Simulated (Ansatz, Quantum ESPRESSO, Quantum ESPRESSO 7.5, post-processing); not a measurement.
**Work function of relaxed Be(0001) under two functionals**

Wanted: relaxation and work function of Be(0001).

Program: Quantum ESPRESSO 7.5. Level of theory: plane-wave DFT, PBE, GBRV ultrasoft pseudopotentials (geometry and cross-check by Ansatz 0.2.0 with PAW datasets; geometry under PBE). Results are calculated unless marked as measured.

**Measured values to reproduce.**

For Be (polycrystalline sample, no single face), “Anisotropic work function of elemental crystals” (2019, arxiv:1902.07811) quotes earlier work: work function, loosely compared (polycrystalline sample, no single face) 4.98 eV.

This is a report of a sequence of runs, with most program output left out.

### 1. Set-up

The cell holds 6 atoms: 6 Be. Cell: a = 2.290 Å, b = 2.290 Å, c = 24.971 Å, α = 90.0°, β = 90.0°, γ = 60.0°. It derives from Be. Vacuum lies along c.

### 2. Geometry from Ansatz of (0001)

The geometry comes first, from a plane-wave PAW code, so that the later runs on this slab share one structure.

The input, input.yaml:

```yaml
crystal:
  lattice:
    - [2.29, 0.0, 0.0]
    - [1.145, 1.9831981747, 0.0]
    - [0.0, 0.0, 24.971075]
  atoms:
    - { symbol: Be, position: [0.6666666667, 0.6666666667, 0.3203706689] }
    - { symbol: Be, position: [0.0, 0.0, 0.3922224013] }
    - { symbol: Be, position: [0.6666666667, 0.6666666667, 0.4640741338] }
    - { symbol: Be, position: [0.0, 0.0, 0.5359258662] }
    - { symbol: Be, position: [0.6666666667, 0.6666666667, 0.6077775987] }
    - { symbol: Be, position: [0.0, 0.0, 0.6796293311] }
kpoints:
  mp_grid: { grid: [12, 12, 1] }
hamiltonian:
  xc: pbe
scf:
  occupations: { method: fermi_dirac, width: 0.1 }
  convergence: { dr2_threshold: 1.0e-08 }
efield:
  axis: 3
  dipole_correction: true
  ramp_position: 0.97
  ramp_width: 0.04
relax:
  f_tol: 0.01
  constraints: [{ sites: [2, 3] }]
output:
  write_potential: true
  write_density: true
  volumetric_format: npy
```

Command:

```sh
$ ansatz run input.yaml --threads 2 --pin off --max-ram 4096MiB --backend cpu --events-out ev --progress --plain --runs-dir out
```

Elapsed: 3.7 s, on 2 threads of Arm Neoverse V2, shared host; peak memory 0.31 GiB; 7.2 s of CPU time.

The steps of the relaxation:

| step | energy less that of the first step (eV) | largest force component (eV/Å) |
| --- | --- | --- |
| 1 | 0.0000 | 0.1268 |
| 2 | -0.0024 | 0.0579 |
| 3 | -0.0031 | 0.0017 |

The atoms that moved most (Å):

| atom | dx | dy | dz | length |
| --- | --- | --- | --- | --- |
| Be6 | 0.000 | 0.000 | 0.022 | 0.022 |
| Be1 | 0.000 | 0.000 | -0.022 | 0.022 |
| Be5 | 0.000 | 0.000 | -0.008 | 0.008 |
| Be2 | 0.000 | 0.000 | 0.008 | 0.008 |

Final coordinates:

```xyz
6
Lattice="2.2900 0.0000 0.0000 1.1450 1.9832 0.0000 0.0000 0.0000 24.9711" Properties=species:S:1:pos:R:3
Be    2.2900    1.3221    7.9778
Be    0.0000    0.0000    9.8019
Be    2.2900    1.3221   11.5884
Be    0.0000    0.0000   13.3826
Be    2.2900    1.3221   15.1691
Be    0.0000    0.0000   16.9933
```

 Held were the atoms numbered 3 and 4; the forces quoted are those on the free ones.

Numbers from this step:

| Property | Result |
| --- | --- |
| free energy | -555.5595 eV |
| energy at zero smearing | -555.5315 eV |
| smearing term TS | 0.05592 eV |
| Fermi energy | 0.09652 eV |
| symmetry operations | 6 |
| work function of the upper face | 5.389 eV |
| work function of the lower face | 5.389 eV |
| dipole along the normal | 1.80e-7 e·Å |

### 3. SCF with pw.x of (0001), PBE

Both faces of the slab are alike, so a plain periodic cell serves and symmetry is kept.

Level of this step: plane-wave DFT, PBE, GBRV ultrasoft pseudopotentials (Quantum ESPRESSO 7.5).

The input, 0001.pbe.in:

```
&control
  prefix = '0001.pbe'
  outdir = './out'
  pseudo_dir = './pseudo'
  calculation = 'scf'
  tprnfor = .true.
/
&system
  ibrav = 0
  nat = 6
  ntyp = 1
  ecutwfc = 40
  ecutrho = 200
  occupations = 'smearing'
  smearing = 'mv'
  degauss = 0.02
/
&electrons
  conv_thr = 1e-07
  mixing_beta = 0.4
  electron_maxstep = 120
  mixing_mode = 'local-TF'
/
ATOMIC_SPECIES
  Be  9.0122  be_pbe_v1.4.uspp.F.UPF
CELL_PARAMETERS angstrom
  2.29000000001942 0.00000000000000 0.00000000000000
  1.14500000000971 1.98319817468318 0.00000000000000
  0.00000000000000 0.00000000000000 24.97107500000000
ATOMIC_POSITIONS crystal
  Be  0.666666666667 0.666666666667 0.319480074856
  Be  -0.000000000000 0.000000000000 0.392531136704
  Be  0.666666666667 0.666666666667 0.464074133800
  Be  0.000000000000 0.000000000000 0.535925866200
  Be  0.666666666667 0.666666666667 0.607468236034
  Be  -0.000000000000 0.000000000000 0.680520081408
K_POINTS automatic
  12 12 1 0 0 0
```

Command:

```sh
$ OMP_NUM_THREADS=1 mpirun -n 2 pw.x -nk 2 -in 0001.pbe.in > 0001.pbe.out
```

The job ended after 14 s (2 MPI ranks; peak memory 0.22 GiB).

This step gave:

- free energy: -2304.8120 eV
- Fermi energy: 0.3337 eV

### 4. Electrostatic potential of (0001)

The vacuum level is read from the electrostatic potential (plot_num = 11), averaged over planes.

The input, 0001.pbe.pot.in:

```
&inputpp
  prefix = '0001.pbe'
  outdir = './out'
  filplot = '0001.pbe.pot.dat'
  plot_num = 11
/
```

Command:

```sh
$ OMP_NUM_THREADS=1 mpirun -n 2 pp.x -in 0001.pbe.pot.in > 0001.pbe.pot.out
```

Wall time 0.76 s (2 MPI ranks); peak memory 0.09 GiB; 1.4 s of CPU time.

Numbers from this step:

| Item | Value |
| --- | --- |
| work function of the upper face | 5.416 eV |
| slope of the potential above | -5.01e-5 eV/Å |
| upper vacuum line continued to the top atoms, over the Fermi level | 5.416 eV |
| work function of the lower face | 5.415 eV |
| slope of the potential below | -2.10e-4 eV/Å |
| lower vacuum line continued to the bottom atoms, over the Fermi level | 5.414 eV |

The potential energy, planar mean oscillates, so the rows of the table below give means over windows of 1.79 Å about each position, cut where the curve ends. Its maxima inside the range that stand out by 2 % of the span (Å: eV): 8.9: -0.853, 10.6: -1.39, 12.5: -1.37, 14.3: -1.39, 16.1: -0.851. Its minima: 8.0: -7.11, 9.8: -7.48, 11.6: -7.71, 13.4: -7.71, 15.1: -7.47, 17.0: -7.10.

Electrostatic potential energy of an electron; zero at the Fermi level. The potential energy, planar mean by z; means over each step:

| z (Å) | potential energy, planar mean (eV) |
| --- | --- |
| 0.90 | 5.42 |
| 2.69 | 5.42 |
| 4.47 | 5.41 |
| 6.27 | 4.38 |
| 8.05 | -4.35 |
| 9.84 | -4.86 |
| 11.63 | -5.07 |
| 13.43 | -5.07 |
| 15.21 | -4.83 |
| 17.00 | -4.24 |
| 18.79 | 4.59 |
| 20.59 | 5.41 |
| 22.38 | 5.42 |
| 24.16 | 5.42 |

### 5. Self-consistent run of (0001), LDA

The same atoms under a second functional.

Level of this step: plane-wave DFT, LDA, GBRV ultrasoft pseudopotentials (Quantum ESPRESSO 7.5).

0001.lda.in is the input of step 3 with these lines changed:

```diff
@@ -1,3 +1,3 @@
 &control
-  prefix = '0001.pbe'
+  prefix = '0001.lda'
   outdir = './out'
@@ -24,3 +24,3 @@
 ATOMIC_SPECIES
-  Be  9.0122  be_pbe_v1.4.uspp.F.UPF
+  Be  9.0122  be_lda_v1.4.uspp.F.UPF
 CELL_PARAMETERS angstrom
```

Command:

```sh
$ OMP_NUM_THREADS=1 mpirun -n 2 pw.x -nk 2 -in 0001.lda.in > 0001.lda.out
```

It took 14 s on 2 MPI ranks; peak memory 0.22 GiB; 27 s of CPU time.

This step gave:

```
free energy  : -2283.9717 eV
Fermi energy : 0.1502 eV
```

### 6. Potential by pp.x of (0001)

The input, 0001.lda.pot.in:

```
&inputpp
  prefix = '0001.lda'
  outdir = './out'
  filplot = '0001.lda.pot.dat'
  plot_num = 11
/
```

Command:

```sh
$ OMP_NUM_THREADS=1 mpirun -n 2 pp.x -in 0001.lda.pot.in > 0001.lda.pot.out
```

It took 0.75 s on 2 MPI ranks; peak memory 0.1 GiB; 1.4 s of CPU time.

Numbers from this step:

| Quantity | Value |
| --- | --- |
| work function of the upper face | 5.603 eV |
| slope of the potential above | -5.86e-5 eV/Å |
| upper vacuum line continued to the top atoms, over the Fermi level | 5.603 eV |
| work function of the lower face | 5.602 eV |
| slope of the potential below | -2.16e-4 eV/Å |
| lower vacuum line continued to the bottom atoms, over the Fermi level | 5.601 eV |

On (0001) the work function under LDA lies +0.19 eV from PBE's.

### 7. The series side by side

All levels:

| level | work function (eV) | Ansatz, PBE (eV) | CPU time (s) |
| --- | --- | --- | --- |
| (0001), PBE | 5.416 | 5.389 | 27.66 |
| (0001), LDA | 5.603 | - | 27.12 |

### 8. Worked from the printed numbers

For (0001) under PBE, on the run's own zero: φ = 5.750 − (0.334) = 5.416 eV.

### 9. Outcome

```json
{
 "work function of (0001), PBE": "5.42 eV",
 "work function of (0001), LDA": "5.60 eV"
}
```

In words: Under PBE the work function is 5.42 eV on (0001). LDA lies +0.19 eV from PBE on the same atoms. The top two spacings change by +1.7 and -0.4 % on (0001). Ansatz, with Fermi-Dirac smearing and its own datasets, agrees within 0.03 eV under PBE. The slabs are thin and unreconstructed, at the tabulated lattice constant; thickness and mesh leave some 0.05 to 0.1 eV open.

Calculation against experiment:

```
                                                                     quantity  measured      (0001), PBE
work function, loosely compared (polycrystalline sample, no single face) (eV)      4.98  5.42 (+0.44 eV)
```

Measured values from arxiv:1902.07811 (2019).

**Verdict.** The work function, set beside that of the polycrystal, is off by +0.44 eV. A polycrystal averages over faces, so this is a loose comparison.

[Logs are printed without paths, hosts, clocks, repeated set-up lines and the standing remarks that a program may print on its own settings, such as how far it seeks lower states.]

[Hosts, paths, dates, database ids (printed as entryN), source tags and the programs' standing remarks are cut or masked in the printed files.]

[Maps of the electrostatic potential energy from Ansatz leave out the sawtooth potential of an applied field or a dipole correction, so their vacuum need not be flat; planar profiles and work functions include it.]
